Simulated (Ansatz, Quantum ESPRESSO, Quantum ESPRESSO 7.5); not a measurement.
**Y2COS MXene, 1 layer: response to a perpendicular field**

Aim: how Y2COS MXene, 1 layer screens a field along its normal, and what the field does to its bands.

Calculated with Quantum ESPRESSO 7.5; plane-wave DFT, PBE, GBRV ultrasoft pseudopotentials (geometry and cross-check by Ansatz 0.2.0 with PAW datasets; geometry under PBE).

Most raw output is cut from this account.

### Step 1. The structure

The cell holds 5 atoms: 1 S, 2 Y, 1 C and 1 O. Its edges and angles: a = 3.478 Å, b = 3.478 Å, c = 22.897 Å, α = 90.0°, β = 90.0°, γ = 120.0°. It derives from Y2COS. Vacuum lies along c.

### Step 2. Geometry from Ansatz

A relaxation in Ansatz fixes the structure of this slab for the runs on it.

File input.yaml:

```yaml
crystal:
  lattice:
    - [3.47776, 0.0, 0.0]
    - [-1.73888, 3.0118285083, 0.0]
    - [0.0, 0.0, 22.8972203095]
  atoms:
    - { symbol: S, position: [0.3333333333, 0.6666666667, 0.3712240999] }
    - { symbol: "Y", position: [0.6666666667, 0.3333333333, 0.4539272563] }
    - { symbol: C, position: [0.0, 0.0, 0.5138573012] }
    - { symbol: "Y", position: [0.3333333333, 0.6666666667, 0.5737873461] }
    - { symbol: O, position: [0.6666666667, 0.3333333333, 0.6287759001] }
kpoints:
  mp_grid: { grid: [12, 12, 1] }
hamiltonian:
  xc: pbe
scf:
  occupations: { method: fermi_dirac, width: 0.05 }
  convergence: { dr2_threshold: 1.0e-08 }
efield:
  axis: 3
  dipole_correction: true
  ramp_position: 0.97
  ramp_width: 0.04
relax:
  f_tol: 0.01
  cell: { fix: [c, alpha, beta] }
output:
  write_potential: true
  write_density: true
  volumetric_format: npy
```

Launch:

```bash
$ ansatz run input.yaml --threads 4 --pin off --max-ram 8192MiB --backend cpu --events-out ev --progress --plain --runs-dir out
```

It took 28 s on 4 threads of Arm Neoverse V2, shared host; peak memory 0.58 GiB.

Relaxation path:

| step | energy less that of the first step (eV) | largest force component (eV/Å) | pressure (GPa) | volume (Å³) |
| --- | --- | --- | --- | --- |
| 1 | 0.0000 | 5.5118 | 1.88 | 239.84 |
| 2 | -1.2314 | 2.6045 | 1.18 | 242.85 |
| 3 | -1.6179 | 0.5489 | 1.33 | 253.20 |
| 4 | -1.6612 | 0.2512 | 0.08 | 260.24 |
| 5 | -1.6638 | 0.1518 | 0.08 | 260.47 |
| 6 | -1.6656 | 0.0173 | -0.03 | 261.25 |
| 7 | -1.6657 | 0.0060 | -0.01 | 261.08 |
| 8* | -1.6806 | 0.0053 | 0.07 | 261.08 |
| 9 | -1.6805 | 0.0119 | 0.02 | 262.12 |
| 10 | -1.6806 | 0.0006 | 0.00 | 262.00 |
| 11* | -1.6809 | 0.0006 | 0.00 | 262.00 |

Relaxation steps marked * repeat the geometry before them on a plane-wave basis chosen anew for their cell, so energy and pressure can jump there.

| cell as run | before | after | change |
| --- | --- | --- | --- |
| a (Å) | 3.478 | 3.635 | +4.5 % |
| b (Å) | 3.478 | 3.635 | +4.5 % |

The atoms that moved most (Å, along periodic axes as changes of fractional coordinates times the final cell, across vacuum about the mean position):

| atom | dx | dy | dz | length |
| --- | --- | --- | --- | --- |
| Y4 | 0.000 | 0.000 | 0.316 | 0.316 |
| O5 | 0.000 | 0.000 | -0.265 | 0.265 |
| S1 | 0.000 | 0.000 | 0.164 | 0.164 |
| Y2 | 0.000 | 0.000 | -0.109 | 0.109 |
| C3 | 0.000 | 0.000 | -0.106 | 0.106 |

Final coordinates:

```cif
data_structure
_symmetry_space_group_name_H-M 'P 1'
_symmetry_Int_Tables_number 1
_cell_length_a 3.6349
_cell_length_b 3.6349
_cell_length_c 22.8972
_cell_angle_alpha 90.000
_cell_angle_beta 90.000
_cell_angle_gamma 120.000
_cell_volume 262.00
loop_
_atom_site_label
_atom_site_type_symbol
_atom_site_fract_x
_atom_site_fract_y
_atom_site_fract_z
_atom_site_occupancy
S1 S 0.33333 0.66667 0.37839 1
Y2 Y 0.66667 0.33333 0.44916 1
C3 C 0.00000 0.00000 0.50923 1
Y4 Y 0.33333 0.66667 0.58760 1
O5 O 0.66667 0.33333 0.61720 1
```

Read from the output:

```
free energy                     : -9421.4330 eV
energy at zero smearing         : -9421.4137 eV
smearing term TS                : 0.03844 eV
Fermi energy                    : -1.114 eV
symmetry operations             : 6
work function of the upper face : 5.122 eV
work function of the lower face : 6.780 eV
dipole along the normal         : 0.1048 e·Å
```

### Step 3. Ground state: no field

The zero-field run is the reference. tefield and dipfield are on already, so that all runs share k-points and boundary.

Level of this step: plane-wave DFT, PBE, GBRV ultrasoft pseudopotentials (Quantum ESPRESSO 7.5).

File f0.in:

```
&control
  prefix = 'f0'
  outdir = './out'
  pseudo_dir = './pseudo'
  calculation = 'scf'
  tprnfor = .true.
  tefield = .true.
  dipfield = .true.
/
&system
  ibrav = 0
  nat = 5
  ntyp = 4
  ecutwfc = 40
  ecutrho = 200
  occupations = 'smearing'
  smearing = 'fd'
  degauss = 0.004
  edir = 3
  emaxpos = 0.97
  eopreg = 0.04
  eamp = 0.0
/
&electrons
  conv_thr = 1e-09
  mixing_beta = 0.4
  electron_maxstep = 120
  mixing_mode = 'plain'
/
ATOMIC_SPECIES
  S   32.0600  s_pbe_v1.4.uspp.F.UPF
  Y   88.9058  y_pbe_v1.4.uspp.F.UPF
  C   12.0110  c_pbe_v1.2.uspp.F.UPF
  O   15.9990  o_pbe_v1.2.uspp.F.UPF
CELL_PARAMETERS angstrom
  3.63488059358077 -0.00000000000000 0.00000000000000
  -1.81744029679038 3.14789893376401 0.00000000000000
  0.00000000000000 0.00000000000000 22.89722030950000
ATOMIC_POSITIONS crystal
  S   0.333333333333 0.666666666667 0.378385210280
  Y   0.666666666667 0.333333333333 0.449157038062
  C   -0.000000000000 0.000000000000 0.509226024627
  Y   0.333333333333 0.666666666667 0.587599042839
  O   0.666666666667 0.333333333333 0.617204587792
K_POINTS automatic
  12 12 1 0 0 0
```

Launch:

```bash
$ OMP_NUM_THREADS=1 mpirun -n 4 pw.x -nk 4 -in f0.in > f0.out
```

It took 2.1 min on 4 MPI ranks; peak memory 0.81 GiB; 8.2 min of CPU time.

Read from the output:

| Item | Value |
| --- | --- |
| free energy | -3453.4858 eV |
| energy at zero smearing | -3453.4633 eV |
| Fermi energy | -1.065 eV |
| dipole along the normal | 0.1049 e·Å |
| valence top, on the run's zero | -0.1621 eV |
| conduction bottom, on the run's zero | -1.387 eV |

The program's own clock; routines nest. Time by routine:

| routine | wall time (s) | calls |
| --- | --- | --- |
| PWSCF | 122.7 | 1 |
| electrons | 118.6 | 1 |
| c_bands | 96.62 | 22 |
| cegterg | 87.26 | 418 |
| h_psi | 67.36 | 2146 |
| fftw | 60.49 | 62110 |
| vloc_psi | 55.41 | 2146 |
| sum_band | 17.02 | 22 |
| calbec | 8.23 | 2640 |
| h_psi:calbec | 5.87 | 2146 |
| add_vuspsi | 5.87 | 2146 |
| s_psi | 5.75 | 2146 |
| newd | 3.18 | 23 |
| init_run | 3.12 | 1 |

By band count these two levels touch or overlap: there is no gap, and they are no band edges.

The run needed 22 iterations to bring the estimated error under 1e-09 Ry; the largest force on any atom, held or free, is 0.01 eV/Å.

### Step 4. Potential by pp.x

The vacuum level is read from the electrostatic potential (plot_num = 11), averaged over planes.

File f0.pot.in:

```
&inputpp
  prefix = 'f0'
  outdir = './out'
  filplot = 'f0.pot.dat'
  plot_num = 11
/
```

Launch:

```bash
$ OMP_NUM_THREADS=1 mpirun -n 4 pp.x -in f0.pot.in > f0.pot.out
```

It took 1.1 s on 4 MPI ranks; peak memory 0.1 GiB.

Read from the output:

* slope of the potential above: 1.18e-5 eV/Å
* upper vacuum line continued to the top atoms, over the Fermi level: 5.122 eV
* work function of the lower face: 6.781 eV
* slope of the potential below: -1.03e-5 eV/Å
* lower vacuum line continued to the bottom atoms, over the Fermi level: 6.781 eV

The vacuum is flat to 0.1 meV/Å, so its level is well defined. Inside the slab the curve depends on the local part of the pseudopotentials; only the vacuum level has a meaning of its own.

### Step 5. Band structure: no field

The density is frozen and the levels are solved along a path.

f0.bands.in is the input of step 3 with these lines changed:

```diff
@@ -1,7 +1,6 @@
 &control
-  prefix = 'f0'
+  prefix = 'f0.bands'
   outdir = './out'
   pseudo_dir = './pseudo'
-  calculation = 'scf'
-  tprnfor = .true.
+  calculation = 'bands'
   tefield = .true.
@@ -22,8 +21,9 @@
   eamp = 0.0
+  nbnd = 25
 /
 &electrons
-  conv_thr = 1e-09
+  conv_thr = 1e-07
   mixing_beta = 0.4
   electron_maxstep = 120
-  mixing_mode = 'plain'
+  mixing_mode = 'local-TF'
 /
@@ -44,3 +44,7 @@
   O   0.666666666667 0.333333333333 0.617204587792
-K_POINTS automatic
-  12 12 1 0 0 0
+K_POINTS crystal_b
+4
+  0.0000000000 0.0000000000 0.0000000000 14
+  0.5000000000 0.0000000000 0.0000000000 14
+  0.3333333333 0.3333333333 0.0000000000 14
+  0.0000000000 0.0000000000 0.0000000000 1
```

Launch:

```bash
$ cp -r out/f0.save out/f0.bands.save
$ cp out/f0.xml out/f0.bands.xml
$ OMP_NUM_THREADS=1 mpirun -n 4 pw.x -nk 4 -in f0.bands.in > f0.bands.out
```

It took 36 s on 4 MPI ranks; peak memory 0.39 GiB; 2.4 min of CPU time.

Read from the output:

| Quantity | Value |
| --- | --- |
| valence top, on the run's zero | -0.1620 eV |

Band numbers count within the set of bands kept for display. The electronic bands at the labelled points (eV, zero at the Fermi level; # counts the bands kept):

| point | #6 | #7 | #8 | #9 | #10 | #11 | #12 | #13 |
| --- | --- | --- | --- | --- | --- | --- | --- | --- |
| Γ | -0.81 | -0.81 | -0.04 | 0.90 | 0.90 | 3.81 | 4.03 | 4.15 |
| halfway | -1.60 | -0.78 | -0.78 | 0.21 | 0.31 | 3.17 | 4.50 | 4.68 |
| M | -1.57 | -1.04 | -0.97 | -0.24 | 0.19 | 2.68 | 4.81 | 4.89 |
| halfway | -1.57 | -1.32 | -0.87 | -0.55 | -0.18 | 3.38 | 4.58 | 4.89 |
| K | -1.73 | -1.43 | -1.11 | -0.69 | -0.32 | 3.85 | 4.80 | 4.96 |
| halfway | -1.76 | -0.99 | -0.70 | -0.15 | 0.21 | 3.76 | 3.94 | 4.69 |
| Γ | -0.81 | -0.81 | -0.04 | 0.90 | 0.90 | 3.81 | 4.03 | 4.15 |

By band count these two levels touch or overlap: there is no gap, and they are no band edges.

### Step 6. Self-consistent run: field 0.1 V/Å

eamp is the field in Hartree atomic units (1 a.u. = 51.42 V/Å). With dipfield on, it is the field in the vacuum beside an isolated sheet. The run starts from the density of the one before.

f1.in is the input of step 3 with these lines changed:

```diff
@@ -1,3 +1,3 @@
 &control
-  prefix = 'f0'
+  prefix = 'f1'
   outdir = './out'
@@ -21,3 +21,3 @@
   eopreg = 0.04
-  eamp = 0.0
+  eamp = 0.00194469
 /
@@ -28,2 +28,3 @@
   mixing_mode = 'plain'
+  startingpot = 'file'
 /
```

Launch:

```bash
$ cp -r out/f0.save out/f1.save
$ OMP_NUM_THREADS=1 mpirun -n 4 pw.x -nk 4 -in f1.in > f1.out
```

Run time: 77 s. Hardware: 4 MPI ranks; peak memory 0.91 GiB.

Read from the output:

```
free energy                          : -3453.4984 eV
energy at zero smearing              : -3453.4759 eV
Fermi energy                         : -1.069 eV
dipole along the normal              : 0.1485 e·Å
valence top, on the run's zero       : -0.1684 eV
conduction bottom, on the run's zero : -1.386 eV
```

By band count these two levels touch or overlap: there is no gap, and they are no band edges.

The dipole goes from 0.1049 to 0.1485 e Å, 0.4358 e Å per V/Å.

### Step 7. Electrostatic potential

File f1.pot.in:

```
&inputpp
  prefix = 'f1'
  outdir = './out'
  filplot = 'f1.pot.dat'
  plot_num = 11
/
```

Launch:

```bash
$ OMP_NUM_THREADS=1 mpirun -n 4 pp.x -in f1.pot.in > f1.pot.out
```

Elapsed: 1.1 s, on 4 MPI ranks; peak memory 0.1 GiB.

This step gave:

- slope of the potential above: 0.1000 eV/Å
- upper vacuum line continued to the top atoms, over the Fermi level: 5.073 eV
- slope of the potential below: 0.09999 eV/Å
- lower vacuum line continued to the bottom atoms, over the Fermi level: 6.874 eV

The slope in the vacuum is 0.100 eV/Å for an applied 0.10 V/Å, as it should be.

### Step 8. Ground state: field 0.2 V/Å

f2.in is the input of step 6 with these lines changed:

```diff
@@ -1,3 +1,3 @@
 &control
-  prefix = 'f1'
+  prefix = 'f2'
   outdir = './out'
@@ -21,3 +21,3 @@
   eopreg = 0.04
-  eamp = 0.00194469
+  eamp = 0.00388938
 /
```

Launch:

```bash
$ cp -r out/f0.save out/f2.save
$ OMP_NUM_THREADS=1 mpirun -n 4 pw.x -nk 4 -in f2.in > f2.out
```

Run time: 93 s. Hardware: 4 MPI ranks; peak memory 0.75 GiB; 6.2 min of CPU time.

Read from the output:

| Property | Result |
| --- | --- |
| free energy | -3453.5155 eV |
| energy at zero smearing | -3453.4928 eV |
| Fermi energy | -1.074 eV |
| dipole along the normal | 0.1920 e·Å |
| valence top, on the run's zero | -0.1755 eV |
| conduction bottom, on the run's zero | -1.385 eV |

By band count these two levels touch or overlap: there is no gap, and they are no band edges.

The dipole goes from 0.1049 to 0.1920 e Å, 0.4358 e Å per V/Å.

### Step 9. Potential by pp.x

File f2.pot.in:

```
&inputpp
  prefix = 'f2'
  outdir = './out'
  filplot = 'f2.pot.dat'
  plot_num = 11
/
```

Launch:

```bash
$ OMP_NUM_THREADS=1 mpirun -n 4 pp.x -in f2.pot.in > f2.pot.out
```

The job ended after 1.1 s (4 MPI ranks; peak memory 0.11 GiB).

This step gave:

```
slope of the potential above                                          : 0.2000 eV/Å
upper vacuum line continued to the top atoms, over the Fermi level    : 5.024 eV
slope of the potential below                                          : 0.2000 eV/Å
lower vacuum line continued to the bottom atoms, over the Fermi level : 6.967 eV
```

The slope in the vacuum is 0.200 eV/Å for an applied 0.20 V/Å, as it should be.

### Step 10. Bands along a path: field 0.2 V/Å

f2.bands.in is the input of step 5 with these lines changed:

```diff
@@ -1,3 +1,3 @@
 &control
-  prefix = 'f0.bands'
+  prefix = 'f2.bands'
   outdir = './out'
@@ -20,3 +20,3 @@
   eopreg = 0.04
-  eamp = 0.0
+  eamp = 0.00388938
   nbnd = 25
```

Launch:

```bash
$ cp -r out/f2.save out/f2.bands.save
$ cp out/f2.xml out/f2.bands.xml
$ OMP_NUM_THREADS=1 mpirun -n 4 pw.x -nk 4 -in f2.bands.in > f2.bands.out
```

Run time: 36 s. Hardware: 4 MPI ranks; peak memory 0.39 GiB.

This step gave:

| Property | Result |
| --- | --- |
| valence top, on the run's zero | -0.1753 eV |

Band numbers count within the set of bands kept for display. The electronic bands at the labelled points (eV, zero at the Fermi level; # counts the bands kept):

| point | #6 | #7 | #8 | #9 | #10 | #11 | #12 | #13 |
| --- | --- | --- | --- | --- | --- | --- | --- | --- |
| Γ | -0.82 | -0.82 | -0.04 | 0.90 | 0.90 | 3.88 | 4.15 | 4.15 |
| halfway | -1.61 | -0.79 | -0.77 | 0.21 | 0.31 | 3.18 | 4.57 | 4.82 |
| M | -1.58 | -1.03 | -0.98 | -0.25 | 0.19 | 2.68 | 4.85 | 4.98 |
| halfway | -1.57 | -1.34 | -0.88 | -0.54 | -0.17 | 3.38 | 4.63 | 4.97 |
| K | -1.73 | -1.43 | -1.14 | -0.68 | -0.31 | 3.90 | 4.85 | 4.96 |
| halfway | -1.76 | -0.98 | -0.71 | -0.14 | 0.20 | 3.78 | 3.94 | 4.85 |
| Γ | -0.82 | -0.82 | -0.04 | 0.90 | 0.90 | 3.88 | 4.15 | 4.15 |

By band count these two levels touch or overlap: there is no gap, and they are no band edges.

Upper empty bands that drop with the field can be states of the vacuum, held by the sawtooth; they depend on the cell's width.

### Step 11. Self-consistent run: field 0.3 V/Å

f3.in is the input of step 8 with these lines changed:

```diff
@@ -1,3 +1,3 @@
 &control
-  prefix = 'f2'
+  prefix = 'f3'
   outdir = './out'
@@ -21,3 +21,3 @@
   eopreg = 0.04
-  eamp = 0.00388938
+  eamp = 0.00583407
 /
```

Launch:

```bash
$ cp -r out/f0.save out/f3.save
$ OMP_NUM_THREADS=1 mpirun -n 4 pw.x -nk 4 -in f3.in > f3.out
```

Wall time 2 min (4 MPI ranks); peak memory 0.89 GiB.

This step gave:

* free energy: -3453.5369 eV
* energy at zero smearing: -3453.5141 eV
* Fermi energy: -1.080 eV
* dipole along the normal: 0.2356 e·Å
* valence top, on the run's zero: -0.1830 eV

By band count these two levels touch or overlap: there is no gap, and they are no band edges.

The dipole goes from 0.1049 to 0.2356 e Å, 0.4358 e Å per V/Å.

### Step 12. Electrostatic potential

File f3.pot.in:

```
&inputpp
  prefix = 'f3'
  outdir = './out'
  filplot = 'f3.pot.dat'
  plot_num = 11
/
```

Launch:

```bash
$ OMP_NUM_THREADS=1 mpirun -n 4 pp.x -in f3.pot.in > f3.pot.out
```

Wall time 1.1 s (4 MPI ranks); peak memory 0.11 GiB.

Numbers from this step:

| Quantity | Value |
| --- | --- |
| slope of the potential above | 0.3000 eV/Å |
| upper vacuum line continued to the top atoms, over the Fermi level | 4.976 eV |
| slope of the potential below | 0.3000 eV/Å |
| lower vacuum line continued to the bottom atoms, over the Fermi level | 7.062 eV |

The slope in the vacuum is 0.300 eV/Å for an applied 0.30 V/Å, as it should be.

Each curve counts from the Fermi level of its own run.

The potential energy (potential at 0 V/Å) oscillates, so the rows of the table below give means over windows of 2.86 Å about each position, cut where the curve ends. Its maxima inside the range that stand out by 2 % of the span (Å: eV): 9.4: -2.93, 11.2: -3.15, 12.2: 0.234. Its minima: 8.7: -8.29, 10.3: -18.4, 11.6: -4.60, 13.5: -19.1.

The runs together. Potential energy against z; means over each step:

| z (Å) | potential at 0 V/Å (eV) | potential at 0.1 V/Å (eV) | potential at 0.2 V/Å (eV) | potential at 0.3 V/Å (eV) |
| --- | --- | --- | --- | --- |
| 1.43 | 6.76 | 6.15 | 5.54 | 4.92 |
| 4.29 | 6.78 | 6.44 | 6.09 | 5.75 |
| 7.15 | 4.22 | 4.14 | 4.06 | 3.98 |
| 10.01 | -8.71 | -8.72 | -8.72 | -8.72 |
| 12.87 | -8.42 | -8.41 | -8.40 | -8.38 |
| 15.73 | 3.67 | 3.80 | 3.92 | 4.05 |
| 18.59 | 5.12 | 5.52 | 5.92 | 6.31 |
| 21.45 | 5.23 | 5.80 | 6.38 | 6.95 |

### Step 13. Bands along a path: field 0.3 V/Å

f3.bands.in is the input of step 10 with these lines changed:

```diff
@@ -1,3 +1,3 @@
 &control
-  prefix = 'f2.bands'
+  prefix = 'f3.bands'
   outdir = './out'
@@ -20,3 +20,3 @@
   eopreg = 0.04
-  eamp = 0.00388938
+  eamp = 0.00583407
   nbnd = 25
```

Launch:

```bash
$ cp -r out/f3.save out/f3.bands.save
$ cp out/f3.xml out/f3.bands.xml
$ OMP_NUM_THREADS=1 mpirun -n 4 pw.x -nk 4 -in f3.bands.in > f3.bands.out
```

Wall time 36 s (4 MPI ranks); peak memory 0.39 GiB; 2.4 min of CPU time.

Band numbers count within the set of bands kept for display. The electronic bands at the labelled points (eV, zero at the Fermi level; # counts the bands kept):

| point | #6 | #7 | #8 | #9 | #10 | #11 | #12 | #13 |
| --- | --- | --- | --- | --- | --- | --- | --- | --- |
| Γ | -0.82 | -0.82 | -0.04 | 0.90 | 0.90 | 3.89 | 4.15 | 4.15 |
| halfway | -1.61 | -0.79 | -0.77 | 0.21 | 0.31 | 3.18 | 4.59 | 4.90 |
| M | -1.59 | -1.03 | -0.99 | -0.25 | 0.19 | 2.68 | 4.87 | 5.03 |
| halfway | -1.57 | -1.35 | -0.88 | -0.54 | -0.17 | 3.39 | 4.65 | 5.01 |
| K | -1.73 | -1.43 | -1.15 | -0.68 | -0.31 | 3.92 | 4.87 | 4.96 |
| halfway | -1.77 | -0.98 | -0.71 | -0.14 | 0.20 | 3.79 | 3.94 | 4.91 |
| Γ | -0.82 | -0.82 | -0.04 | 0.90 | 0.90 | 3.89 | 4.15 | 4.15 |

By band count these two levels touch or overlap: there is no gap, and they are no band edges.

Upper empty bands that drop with the field can be states of the vacuum, held by the sawtooth; they depend on the cell's width.

### Step 14. Valence density

The density shows how far the electrons spill into the vacuum.

File f0.rho.in:

```
&inputpp
  prefix = 'f0'
  outdir = './out'
  filplot = 'f0.rho.dat'
  plot_num = 0
/
```

Launch:

```bash
$ OMP_NUM_THREADS=1 mpirun -n 4 pp.x -in f0.rho.in > f0.rho.out
```

Run time: 1.1 s. Hardware: 4 MPI ranks; peak memory 0.11 GiB; 4.1 s of CPU time.

This step gave:

* electrons by integration: 38.00 e

Mean over planes. The valence density, planar mean by z:

z (Å), valence density, planar mean (e/Å³) and a bar:
```
        5      0.000 
        6      0.000 
        7      0.011 
        8      0.211 #######
        9      0.357 ###########
       10      0.627 ###################
       11      0.397 ############
       12      0.301 #########
       13      0.530 ################
       14      0.970 ##############################
       15      0.080 ##
       16      0.003 
       17      0.000 
       18      0.000
```

Valence density in the ca plane at fractional y = 0.333, with atoms of Y and O within 0.2 Å of it. It is the smooth field of the valence electrons, not physical close to the nuclei.

Ten steps, logarithmic in the rise over the least value, from '0' (0.0 e/Å³) to '9' (6.3 e/Å³), each cell a mean:
```
00000000000000000012223565432222234442100000
00000000000000000011125788642111357864100000
00000000000000000001126867752112469985200000
00000000000000000001126878742112368974200000
00000000000000000012224677532211346653100000
00000000000000000123333344332222233321000000
00000000000000000123433222233323343210000000
00000000000000000124443222233333443210000000
00000000000000000123333222233322333211000000
```
Columns run along c (16.0 Å, from fractional 0.06 to 0.76 of the cell), rows up along a (3.6 Å). Atoms in or near the plane, at fractional coordinates: Y at (0.45, 0.67), O at (0.62, 0.67).

The density integrates to 38.000 electrons, as the 38 of the input ask.

### Step 15. Valence density

File f2.rho.in:

```
&inputpp
  prefix = 'f2'
  outdir = './out'
  filplot = 'f2.rho.dat'
  plot_num = 0
/
```

Launch:

```bash
$ OMP_NUM_THREADS=1 mpirun -n 4 pp.x -in f2.rho.in > f2.rho.out
```

The job ended after 1.1 s (4 MPI ranks; peak memory 0.11 GiB).

[end of part 1 of 2]

[Logs are printed without paths, hosts, clocks, repeated set-up lines and the standing remarks that a program may print on its own settings, such as how far it seeks lower states.]

[Hosts, paths, dates, database ids (printed as entryN), source tags and the programs' standing remarks are cut or masked in the printed files.]

[Maps of the electrostatic potential energy from Ansatz leave out the sawtooth potential of an applied field or a dipole correction, so their vacuum need not be flat; planar profiles and work functions include it.]
